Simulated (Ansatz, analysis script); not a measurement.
**Energy of spin spirals in a zigzag Re chain, bond 2.395 Å**

Spirals are solved in the crystal's own cell at each q. What do they say of the order in a zigzag Re chain, bond 2.395 Å?

Program: Ansatz 0.2.0. Level of theory: LDA, PAW set soft_1 (files made for PBE). Results are calculated unless marked as measured.

## (1) The starting structure

The cell holds 2 atoms: 2 Re. Its edges and angles: a = 12.000 Å, b = 12.000 Å, c = 2.874 Å, α = 90.0°, β = 90.0°, γ = 90.0°. An idealised lattice of chosen spacing, in vacuum. Vacuum lies along a and b. The structure's axis is c.

## (2) Two spin channels first

First a free collinear run, to see which state the typed moments lead to.

input.yaml

```yaml
crystal:
  lattice:
    - [12.0, 0.0, 0.0]
    - [0.0, 12.0, 0.0]
    - [0.0, 0.0, 2.874]
  atoms:
    - { symbol: Re, position: [0.4201666667, 0.5, 0.0], spin: 1.0 }
    - { symbol: Re, position: [0.5798333333, 0.5, 0.5], spin: 1.0 }
magnetization:
  spin_polarized: true
kpoints:
  mp_grid: { grid: [1, 1, 10] }
hamiltonian:
  xc: lda
  pseudopotentials: { kind: paw, azcp: { folder: soft_1 }, xc_functional: pbe }
scf:
  occupations: { method: fermi_dirac, width: 0.1 }
  max_iter: 120
  convergence: { dr2_threshold: 1.0e-08 }
  lower_state_search: "off"
output:
  write_density: true
  write_potential: true
  elf: true
  volumetric_format: npy
```

On the command line:

```
$ ansatz run input.yaml --threads 4 --pin off --max-ram 8192MiB --backend cpu --events-out ev --progress --plain --runs-dir out
```

Numbers of over 12 decimals in the logs are rounded to 6 here.

The program printed:

```text
Engine: ansatz 0.2.0, aarch64-unknown-linux-gnu
Pseudopotentials: kind: paw
Pseudopotential: Re, paw, valence charge 15, recommended cutoff 420 eV (normal), soft_1/Re.paw.azcp
Functional definition: SPW92
  exchange = slater_x
  correlation = pw_c
Crystal: 2 atoms, lattice volume = 413.856 Å³
Basis set: ecut = 420 eV, 8073 PW (Γ)
Bands: 20, of which v1, the nominal top of the filled ones, is band 15 counted from 1 (14 counted from 0)
Symmetry: 8 space group operations
Space group: Pmma (ITA 51), of the structure as read, at distance tolerance 7.5e-5 Å
Magnetic group: BNS 51.289 (UNI 387), of the structure as read, at distance tolerance 7.5e-5 Å
k-points: 6 of 10
Non-local potential: Re, projectors of the file, l = 0: 3, l = 1: 2, l = 2: 2, l = 3: 1
PAW form: soft (Blöchl's): semilocal exchange-correlation on the pseudo side does not see the compensation charge
PAW frozen core: Re, regenerated for the run's functional, and the local potential with it (the file was generated under x = pbe(κ = 0.804, μ = 0.219515), c = pbe(β = 0.066725))
PAW one-centre angular grid: Re, 590 points (default); XC on 64 Gauss nodes
Initial density: superposition of atomic densities (neutral atoms: chi_scale 0, normalization atom)
Starting moments: Σ|m| = 2 μB on 2 of 2 sites
Initial wavefunctions: pseudopotential atomic-orbital guess
Functional: x = slater, c = lda
SCF iter   1: F=—  HF=-21209.547558 eV  |F-HF|=—  |Δ(HF+E_count)|=         —  Δρ=1.73e-2 (↑1.47e-2 ↓1.73e-2)  dr2=7.77e0  dr2_m=4.03e-1  M=1.143 μB ∫|m|=1.144 μB  β_m=0.30  ethr=3.10e-3  ⟨swp⟩=8.2  Hψ=1335  notcnv=0
preconditioner: auto → LDOS  [metal: Δε(μ)=0.013 eV  Ē_g=4.220 eV  σ=0.100 eV  W_gap=0.03  n_scr=36 (ndim 8)  ℏωp=6.8 eV  f_vac=0.771  D(μ)=6.52/eV (n_scr^D=36)]
spin=Collinear: LDOS preconditioning applied to the charge; magnetization (m = ρ↑ − ρ↓) channel mixes plain (no charge-response kernel on spin).
SCF iter   2: F=—  HF=-21207.989920 eV  |F-HF|=—  |Δ(HF+E_count)|=    1.56e0  Δρ=9.38e-3 (↑8.60e-3 ↓9.38e-3)  dr2=1.61e0  dr2_m=1.63e-1  M=1.380 μB ∫|m|=1.381 μB  β_m=0.30  ethr=3.10e-3  ⟨swp⟩=3.2  Hψ=563  notcnv=0
SCF iter   3: F=—  HF=-21207.648883 eV  |F-HF|=—  |Δ(HF+E_count)|=   3.41e-1  Δρ=5.49e-3 (↑5.49e-3 ↓5.34e-3)  dr2=1.45e-1  dr2_m=7.82e-2  M=1.455 μB ∫|m|=1.456 μB  β_m=0.30  ethr=3.10e-3  ⟨swp⟩=2.0  Hψ=384  notcnv=0
SCF iter   4: F=—  HF=-21207.633355 eV  |F-HF|=—  |Δ(HF+E_count)|=   1.55e-2  Δρ=3.57e-3 (↑3.37e-3 ↓3.57e-3)  dr2=3.87e-2  dr2_m=3.98e-2  M=1.476 μB ∫|m|=1.477 μB  β_m=1.00  ethr=4.83e-4  ⟨swp⟩=3.0  Hψ=520  notcnv=0
SCF iter   5: F=—  HF=-21207.646063 eV  |F-HF|=—  |Δ(HF+E_count)|=   1.27e-2  Δρ=1.24e-3 (↑1.24e-3 ↓9.21e-4)  dr2=9.06e-3  dr2_m=1.23e-3  M=1.561 μB ∫|m|=1.562 μB  β_m=1.00  ethr=1.29e-4  ⟨swp⟩=1.8  Hψ=302  notcnv=0
SCF iter   6: F=—  HF=-21207.647390 eV  |F-HF|=—  |Δ(HF+E_count)|=   1.33e-3  Δρ=5.12e-4 (↑5.12e-4 ↓4.82e-4)  dr2=9.05e-4  dr2_m=5.65e-4  M=1.632 μB ∫|m|=1.634 μB  β_m=1.00  ethr=3.02e-5  ⟨swp⟩=2.8  Hψ=436  notcnv=0
SCF iter   7: F=—  HF=-21207.648511 eV  |F-HF|=—  |Δ(HF+E_count)|=   1.12e-3  Δρ=4.14e-4 (↑4.14e-4 ↓3.43e-4)  dr2=3.23e-4  dr2_m=4.01e-4  M=1.692 μB ∫|m|=1.695 μB  β_m=1.00  ethr=3.02e-6  ⟨swp⟩=2.0  Hψ=300  notcnv=0
SCF iter   8: F=—  HF=-21207.649314 eV  |F-HF|=—  |Δ(HF+E_count)|=   8.02e-4  Δρ=2.84e-4 (↑2.84e-4 ↓2.39e-4)  dr2=9.82e-5  dr2_m=2.21e-4  M=1.739 μB ∫|m|=1.741 μB  β_m=1.00  ethr=1.08e-6  ⟨swp⟩=2.3  Hψ=353  notcnv=0
SCF iter   9: F=—  HF=-21207.649673 eV  |F-HF|=—  |Δ(HF+E_count)|=   3.59e-4  Δρ=1.92e-4 (↑1.92e-4 ↓1.65e-4)  dr2=2.82e-5  dr2_m=1.11e-4  M=1.772 μB ∫|m|=1.775 μB  β_m=1.00  ethr=3.27e-7  ⟨swp⟩=2.2  Hψ=388  notcnv=0
SCF iter  10: F=—  HF=-21207.649844 eV  |F-HF|=—  |Δ(HF+E_count)|=   1.71e-4  Δρ=1.32e-4 (↑1.32e-4 ↓1.18e-4)  dr2=9.06e-6  dr2_m=5.51e-5  M=1.797 μB ∫|m|=1.799 μB  β_m=1.00  ethr=9.39e-8  ⟨swp⟩=2.2  Hψ=407  notcnv=0
[...]
spin-set hold released at iteration 11 (site moments contracting): the magnetisation degrees of freedom join the quasi-Newton model from the next iteration; the mixer history was flushed
[...]
SCF iter  13: F=—  HF=-21207.650231 eV  |F-HF|=—  |Δ(HF+E_count)|=   8.88e-5  Δρ=6.30e-5 (↑6.30e-5 ↓5.52e-5)  dr2=2.32e-6  dr2_m=1.28e-5  M=1.838 μB ∫|m|=1.840 μB  β_m=0.82  ethr=1.62e-8  ⟨swp⟩=2.5  Hψ=457  notcnv=0
SCF iter  14: F=—  HF=-21207.650265 eV  |F-HF|=—  |Δ(HF+E_count)|=   3.39e-5  Δρ=2.29e-5 (↑2.29e-5 ↓1.72e-5)  dr2=3.56e-6  dr2_m=9.27e-7  M=1.859 μB ∫|m|=1.862 μB  β_m=0.73  ethr=7.74e-9  ⟨swp⟩=2.8  Hψ=502  notcnv=0
SCF iter  15: F=—  HF=-21207.650266 eV  |F-HF|=—  |Δ(HF+E_count)|=   1.51e-6  Δρ=7.67e-6 (↑7.67e-6 ↓2.49e-6)  dr2=3.67e-7  dr2_m=5.73e-8  M=1.865 μB ∫|m|=1.868 μB  β_m=0.66  ethr=7.74e-9  ⟨swp⟩=2.5  Hψ=458  notcnv=0
SCF iter  16: F=—  HF=-21207.650266 eV  |F-HF|=—  |Δ(HF+E_count)|=   2.62e-8  Δρ=2.90e-6 (↑2.90e-6 ↓2.43e-6)  dr2=6.25e-8  dr2_m=2.14e-8  M=1.865 μB ∫|m|=1.868 μB  β_m=0.83  ethr=1.22e-9  ⟨swp⟩=2.1  Hψ=335  notcnv=0
SCF iter  17: F=—  HF=-21207.650266 eV  |F-HF|=—  |Δ(HF+E_count)|=   6.96e-8  Δρ=1.84e-6 (↑1.84e-6 ↓1.36e-6)  dr2=1.65e-8  dr2_m=5.33e-9  M=1.865 μB ∫|m|=1.868 μB  β_m=0.82  ethr=2.08e-10  ⟨swp⟩=2.1  Hψ=355  notcnv=0
iter 18 did not close the SCF: its close was put off for the exchange–correlation potential of the local minority spin (scf_convergence_deferred on its scf_iter line)
SCF iter  18: F=-21207.650266 eV  HF=-21207.650266 eV  |F-HF|=1.46e-10  |Δ(HF+E_count)|=   1.98e-8  Δρ=5.95e-7 (↑5.95e-7 ↓2.46e-7)  dr2=1.07e-9  dr2_m=5.42e-10  M=1.866 μB ∫|m|=1.868 μB  β_m=0.79  ethr=3.33e-11  ⟨swp⟩=2.7  Hψ=531  notcnv=0
iter 19 met the thresholds in force, and the SCF goes on: an eigenvalue changes by 1.005 meV, over its tolerance of 1.000 meV (output.eigenvalues, Limitations)
SCF iter  19: F=-21207.650266 eV  HF=-21207.650266 eV  |F-HF|=1.31e-10  |Δ(HF+E_count)|=  8.26e-10  Δρ=1.62e-7 (↑1.44e-7 ↓1.62e-7)  dr2=2.65e-10  dr2_m=6.69e-11  M=1.866 μB ∫|m|=1.868 μB  β_m=0.82  ethr=3.57e-12  ⟨swp⟩=1.0  Hψ=753  notcnv=0
SCF iter  20: F=-21207.650266 eV  HF=-21207.650266 eV  |F-HF|=3.64e-12  |Δ(HF+E_count)|=  3.35e-10  Δρ=7.57e-8 (↑7.57e-8 ↓4.12e-8)  dr2=3.93e-11  dr2_m=9.26e-12  M=1.866 μB ∫|m|=1.868 μB  ethr=1.00e-12  ⟨swp⟩=1.0  Hψ=658  notcnv=0
SCF 1 converged in 20 iterations: F = -21207.650266 eV  dr2 = 3.93e-11
  greatest PAW one-centre occupation: 0.999 electrons in one spin orbital (limit 2), on the Re atom at site 1 (counted from 0), in its partial waves of l = 0
WARN: The output density's exchange-correlation potential varies sharply where the density is thin. Do not read a vacuum level from v_tot or v_xc, or from such a field of the output density. On a cell that repeats whose density bears no net charge and no dipole along the vacuum's axis use v_es (v_loc + v_h of the components); under efield.dipole_correction with no amplitude use v_es + v_field, which holds any externa [...]
SCF converged after 20 iterations
an eigenvalue changed by more than its tolerance at an iteration that met the thresholds in force, so the SCF went on 1 time: the last check found none over its tolerance
Magnetization: 1.8657 μB (15.9329 up, 14.0671 down)
Absolute magnetization: 1.8683 μB (∫|ρ↑−ρ↓|, with the PAW one-centre terms)
Spin contamination: 0.0099 ħ² per cell (⟨S²⟩ above its minimum at these occupations)
Per-site moments (μB) at R_I (Å): [(0.532574, 0.987937), (0.532574, 0.987937)]
Free energy (F): -21207.650266 eV
Harris-Foulkes:  -21207.650266 eV  (|F-HF|=3.64e-12)
Internal energy: -21207.453047 eV  (E = F + TS)
E sigma→0 (E₀):  -21207.551657 eV
Entropy (-TS):   -0.197220 eV (-98.610 meV/atom)
Fermi energy:    -2.697171 eV
--- Per-component energies (eV) ---
  E_band       = -938.253036
  E_kinetic    = 1032.319708
  E_local      = -10868.778711  (includes V_loc(G=0)·N_el)
  E_nonlocal   = 180.940015
  E_hartree    = 4799.233681
  E_xc         = -696.055867
  E_vxc        = -565.392163  (∫ρ·V_xc dr)
  E_paw        = -16894.774100  (= ΣΔE_a)
  E_vpaw       = -315.809979  (= ΣTr[D̂ρ^β])
  E_aug_tail   = 0.000114  (compensation charges beyond the density's cutoff)
  E_ewald      = 1239.023773
  E_core_change = 0.638340  (= ΣΔE_core)
  E_smearing   = -0.197220  (= −TS)
  E_closure    = -0.000000  (closes the sum)
  Σ components = -21207.650266   (vs F -21207.650266, Δ=0.00e0)
--- Band table (eV; the first three rows and the last of 12) ---
  k-point 0 ↑: bands = [... 11 lower, -5.0219, -4.9564, -3.5762, -2.9485, -2.7785, -2.7221, -2.6582, -1.3902, ... 1 higher]
  k-point 1 ↑: bands = [... 11 lower, -5.4280, -4.8564, -3.5796, -3.2579, -2.8702, -2.4000, -2.0885, -2.0675, ... 1 higher]
  k-point 2 ↑: bands = [... 11 lower, -5.5765, -4.5926, -4.4410, -2.9482, -2.8918, -2.6724, -1.6774, -1.6194, ... 1 higher]
  k-point 5 ↓: bands = [... 11 lower, -5.5272, -2.5261, -2.5261, -2.0111, -2.0111, -1.6988, -1.6988, 1.3556, ... 1 higher]
```

The job ended after 3.9 s (4 threads of Arm Neoverse V2, shared host; peak memory 0.59 GiB).

Spin moment in the atom's sphere by atom:

```tsv
atom	spin moment in the atom's sphere (μB)
Re1	0.533
Re2	0.533
```

Tables count atoms from 1; parts of the log count from 0.

The run ends ferromagnetic, with a net moment of 1.87 μB a cell. Only this order was typed.

Spin density in the ca plane at fractional y = 0.500, with atoms of Re within 0.2 Å of it.

Values in e/Å³, 24 rows by 15 columns, each cell a mean:
```
0.00 0.00 0.00 0.00 0.00 0.00 0.00 0.00 0.00 0.00 0.00 0.00 0.00 0.00 0.00
0.00 0.00 0.00 0.00 0.00 0.00 0.00 0.00 0.00 0.00 0.00 0.00 0.00 0.00 0.00
0.00 0.00 0.00 0.00 0.00 0.00 0.00 0.00 0.00 0.00 0.00 0.00 0.00 0.00 0.00
0.00 0.00 0.00 0.00 0.00 0.00 0.00 0.00 0.00 0.00 0.00 0.00 0.00 0.00 0.00
0.00 0.00 0.00 0.00 0.00 0.00 0.00 0.00 0.00 0.00 0.00 0.00 0.00 0.00 0.00
0.00 0.00 0.00 0.00 0.00 0.00 0.00 0.00 0.00 0.00 0.00 0.00 0.00 0.00 0.00
0.01 0.01 0.01 0.01 0.01 0.01 0.01 0.01 0.01 0.01 0.01 0.01 0.01 0.01 0.01
0.01 0.01 0.01 0.02 0.02 0.03 0.04 0.04 0.04 0.04 0.03 0.02 0.02 0.01 0.01
0.03 0.03 0.04 0.05 0.06 0.08 0.11 0.15 0.15 0.11 0.08 0.06 0.05 0.04 0.03
0.04 0.05 0.07 0.12 0.18 0.18 0.15 0.15 0.15 0.15 0.18 0.18 0.12 0.07 0.05
0.01 0.01 0.03 0.07 0.13 0.17 0.16 0.14 0.14 0.16 0.17 0.13 0.07 0.03 0.01
0.02 0.02 0.01 0.01 0.02 0.04 0.08 0.10 0.10 0.08 0.04 0.02 0.01 0.01 0.02
0.14 0.13 0.10 0.07 0.03 0.01 0.00 0.00 0.00 0.00 0.01 0.03 0.07 0.10 0.13
0.13 0.15 0.20 0.22 0.15 0.07 0.04 0.02 0.02 0.04 0.07 0.15 0.22 0.20 0.15
0.16 0.14 0.13 0.13 0.11 0.07 0.05 0.04 0.04 0.05 0.07 0.11 0.13 0.13 0.14
0.11 0.10 0.06 0.04 0.03 0.03 0.03 0.02 0.02 0.03 0.03 0.03 0.04 0.06 0.10
0.02 0.02 0.02 0.01 0.01 0.01 0.01 0.01 0.01 0.01 0.01 0.01 0.01 0.02 0.02
0.01 0.01 0.01 0.00 0.00 0.00 0.00 0.00 0.00 0.00 0.00 0.00 0.00 0.01 0.01
0.00 0.00 0.00 0.00 0.00 0.00 0.00 0.00 0.00 0.00 0.00 0.00 0.00 0.00 0.00
0.00 0.00 0.00 0.00 0.00 0.00 0.00 0.00 0.00 0.00 0.00 0.00 0.00 0.00 0.00
0.00 0.00 0.00 0.00 0.00 0.00 0.00 0.00 0.00 0.00 0.00 0.00 0.00 0.00 0.00
0.00 0.00 0.00 0.00 0.00 0.00 0.00 0.00 0.00 0.00 0.00 0.00 0.00 0.00 0.00
0.00 0.00 0.00 0.00 0.00 0.00 0.00 0.00 0.00 0.00 0.00 0.00 0.00 0.00 0.00
0.00 0.00 0.00 0.00 0.00 0.00 0.00 0.00 0.00 0.00 0.00 0.00 0.00 0.00 0.00
```
Columns run along c (2.9 Å), rows up along a (12.0 Å). Atoms in or near the plane, at fractional coordinates: Re at (0.00, 0.42), Re at (0.50, 0.58).

Valence density in the ca plane at fractional y = 0.500, with atoms of Re within 0.2 Å of it. It is the smooth field of the valence electrons, not physical close to the nuclei.

Values in e/Å³, 24 rows by 15 columns, each cell a mean:
```
0.0 0.0 0.0 0.0 0.0 0.0 0.0 0.0 0.0 0.0 0.0 0.0 0.0 0.0 0.0
0.0 0.0 0.0 0.0 0.0 0.0 0.0 0.0 0.0 0.0 0.0 0.0 0.0 0.0 0.0
0.0 0.0 0.0 0.0 0.0 0.0 0.0 0.0 0.0 0.0 0.0 0.0 0.0 0.0 0.0
0.0 0.0 0.0 0.0 0.0 0.0 0.0 0.0 0.0 0.0 0.0 0.0 0.0 0.0 0.0
0.0 0.0 0.0 0.0 0.0 0.0 0.0 0.0 0.0 0.0 0.0 0.0 0.0 0.0 0.0
0.0 0.0 0.0 0.0 0.0 0.0 0.0 0.0 0.0 0.0 0.0 0.0 0.0 0.0 0.0
0.0 0.0 0.0 0.0 0.0 0.0 0.1 0.1 0.1 0.1 0.0 0.0 0.0 0.0 0.0
0.1 0.1 0.1 0.1 0.2 0.2 0.3 0.3 0.3 0.3 0.2 0.2 0.1 0.1 0.1
0.2 0.2 0.3 0.5 0.9 1.7 2.6 3.1 3.1 2.6 1.7 0.9 0.5 0.3 0.2
0.3 0.4 0.6 1.2 2.7 4.9 6.4 6.8 6.8 6.4 4.9 2.7 1.2 0.6 0.4
0.4 0.5 0.6 1.1 2.4 4.2 5.7 6.3 6.3 5.7 4.2 2.4 1.1 0.6 0.5
0.7 0.7 0.7 0.8 1.0 1.4 1.8 2.1 2.1 1.8 1.4 1.0 0.8 0.7 0.7
3.9 3.7 2.9 1.9 1.1 0.7 0.6 0.5 0.5 0.6 0.7 1.1 1.9 2.9 3.7
6.9 6.9 6.1 4.0 1.9 0.8 0.5 0.4 0.4 0.5 0.8 1.9 4.0 6.1 6.9
5.9 5.6 4.6 2.8 1.3 0.6 0.4 0.3 0.3 0.4 0.6 1.3 2.8 4.6 5.6
1.5 1.4 1.0 0.6 0.4 0.2 0.2 0.2 0.2 0.2 0.2 0.4 0.6 1.0 1.4
0.1 0.1 0.1 0.1 0.1 0.1 0.1 0.1 0.1 0.1 0.1 0.1 0.1 0.1 0.1
0.0 0.0 0.0 0.0 0.0 0.0 0.0 0.0 0.0 0.0 0.0 0.0 0.0 0.0 0.0
0.0 0.0 0.0 0.0 0.0 0.0 0.0 0.0 0.0 0.0 0.0 0.0 0.0 0.0 0.0
0.0 0.0 0.0 0.0 0.0 0.0 0.0 0.0 0.0 0.0 0.0 0.0 0.0 0.0 0.0
0.0 0.0 0.0 0.0 0.0 0.0 0.0 0.0 0.0 0.0 0.0 0.0 0.0 0.0 0.0
0.0 0.0 0.0 0.0 0.0 0.0 0.0 0.0 0.0 0.0 0.0 0.0 0.0 0.0 0.0
0.0 0.0 0.0 0.0 0.0 0.0 0.0 0.0 0.0 0.0 0.0 0.0 0.0 0.0 0.0
0.0 0.0 0.0 0.0 0.0 0.0 0.0 0.0 0.0 0.0 0.0 0.0 0.0 0.0 0.0
```
Columns run along c (2.9 Å), rows up along a (12.0 Å). Atoms in or near the plane, at fractional coordinates: Re at (0.00, 0.42), Re at (0.50, 0.58).

ELF in the ca plane at fractional y = 0.500, with atoms of Re within 0.2 Å of it. It is the smooth field of the valence electrons, not physical close to the nuclei.

Values, 24 rows by 15 columns, each cell a mean:
```
0.00 0.00 0.00 0.00 0.00 0.00 0.00 0.00 0.00 0.00 0.00 0.00 0.00 0.00 0.00
0.00 0.00 0.00 0.00 0.00 0.00 0.00 0.00 0.00 0.00 0.00 0.00 0.00 0.00 0.00
0.01 0.01 0.01 0.01 0.01 0.01 0.01 0.01 0.01 0.01 0.01 0.01 0.01 0.01 0.01
0.03 0.03 0.03 0.03 0.03 0.03 0.02 0.02 0.02 0.02 0.03 0.03 0.03 0.03 0.03
0.08 0.08 0.08 0.07 0.06 0.06 0.06 0.06 0.06 0.06 0.06 0.06 0.07 0.08 0.08
0.16 0.16 0.14 0.13 0.12 0.11 0.11 0.10 0.10 0.11 0.11 0.12 0.13 0.14 0.16
0.27 0.26 0.23 0.20 0.18 0.16 0.15 0.15 0.15 0.15 0.16 0.18 0.20 0.23 0.26
0.38 0.35 0.29 0.24 0.21 0.21 0.21 0.22 0.22 0.21 0.21 0.21 0.24 0.29 0.35
0.45 0.39 0.30 0.29 0.40 0.53 0.61 0.64 0.64 0.61 0.53 0.40 0.29 0.30 0.39
0.41 0.34 0.27 0.40 0.63 0.73 0.67 0.54 0.54 0.67 0.73 0.63 0.40 0.27 0.34
0.40 0.36 0.29 0.35 0.54 0.68 0.68 0.62 0.62 0.68 0.68 0.54 0.35 0.29 0.36
0.36 0.37 0.38 0.39 0.41 0.44 0.45 0.45 0.45 0.45 0.44 0.41 0.39 0.38 0.37
0.59 0.59 0.56 0.48 0.39 0.36 0.38 0.40 0.40 0.38 0.36 0.39 0.48 0.56 0.59
0.49 0.59 0.71 0.69 0.50 0.29 0.28 0.37 0.37 0.28 0.29 0.50 0.69 0.71 0.59
0.64 0.68 0.71 0.65 0.46 0.30 0.31 0.42 0.42 0.31 0.30 0.46 0.65 0.71 0.68
0.47 0.45 0.40 0.32 0.27 0.28 0.35 0.42 0.42 0.35 0.28 0.27 0.32 0.40 0.45
0.17 0.17 0.18 0.19 0.21 0.25 0.30 0.33 0.33 0.30 0.25 0.21 0.19 0.18 0.17
0.13 0.14 0.14 0.15 0.17 0.19 0.21 0.23 0.23 0.21 0.19 0.17 0.15 0.14 0.14
0.08 0.08 0.09 0.09 0.10 0.11 0.12 0.12 0.12 0.12 0.11 0.10 0.09 0.09 0.08
0.04 0.04 0.04 0.05 0.05 0.05 0.06 0.06 0.06 0.06 0.05 0.05 0.05 0.04 0.04
0.02 0.02 0.02 0.02 0.02 0.02 0.02 0.02 0.02 0.02 0.02 0.02 0.02 0.02 0.02
0.00 0.00 0.01 0.01 0.01 0.01 0.01 0.01 0.01 0.01 0.01 0.01 0.01 0.01 0.00
0.00 0.00 0.00 0.00 0.00 0.00 0.00 0.00 0.00 0.00 0.00 0.00 0.00 0.00 0.00
0.00 0.00 0.00 0.00 0.00 0.00 0.00 0.00 0.00 0.00 0.00 0.00 0.00 0.00 0.00
```
Columns run along c (2.9 Å), rows up along a (12.0 Å). Atoms in or near the plane, at fractional coordinates: Re at (0.00, 0.42), Re at (0.50, 0.58).

## (3) Mesh refined

Levels at the Fermi energy are partly filled, so moments and energy differences can hang on the k-mesh, and the state is solved again on a denser one.

input.yaml, the sections that differ from step 2:

```yaml
crystal:
  lattice:
    - [12.0, 0.0, 0.0]
    - [0.0, 12.0, 0.0]
    - [0.0, 0.0, 2.874]
  atoms:
    - { symbol: Re, position: [0.4201666667, 0.5, 0.0], spin: 0.53 }
    - { symbol: Re, position: [0.5798333333, 0.5, 0.5], spin: 0.53 }
kpoints:
  mp_grid: { grid: [1, 1, 37] }
basis:
  ecutwfc: 420.0
checkpoint:
  read: start
  write: ck
  compress: false
  write_wavefunctions: false
  write_every: 100000
# magnetization, hamiltonian, scf: as in step 2
# output: removed
```

The program printed:

```text
[...]
SCF converged after 9 iterations
Magnetization: 1.9907 μB (15.9954 up, 14.0046 down)
Absolute magnetization: 1.9920 μB (∫|ρ↑−ρ↓|, with the PAW one-centre terms)
[...]
Per-site moments (μB) at R_I (Å): [(0.565071, 0.987937), (0.565071, 0.987937)]
Free energy (F): -21207.650007 eV
[...]
Internal energy: -21207.457944 eV  (E = F + TS)
E sigma→0 (E₀):  -21207.553975 eV
Entropy (-TS):   -0.192063 eV (-96.031 meV/atom)
Fermi energy:    -2.692100 eV
[...]
```

The job ended after 4.2 s (4 threads; peak memory 0.7 GiB).

Spin moment in the atom's sphere by atom:

```tsv
atom	spin moment in the atom's sphere (μB)
Re1	0.565
Re2	0.565
```

The run ends ferromagnetic, with a net moment of 1.99 μB a cell, against 1.87 μB on the first mesh.

Each spiral starts from these moments, tilted 20° from the rotation axis z (a cone), with their directions locked in the turning frame; energies are taken at the locked directions, corrected for the field of the lock. Spin–orbit coupling is switched off, so the energy does not depend on how the axis lies in the crystal. The folder named start holds the saved collinear state, from which each run begins.

The runs on spinors take the mesh 1×1×36.

(Part 1 of 2 ends here.)

[Logs and program files are shortened in this print: banners, set-up blocks, solver, clock and traceback lines can be left out without a mark of their own.]

[Logs are printed without paths, hosts, clocks, repeated set-up lines and the standing remarks that a program may print on its own settings, such as how far it seeks lower states.]

[Hosts, paths, dates, database ids (printed as entryN), source tags and the programs' standing remarks are cut or masked in the printed files.]
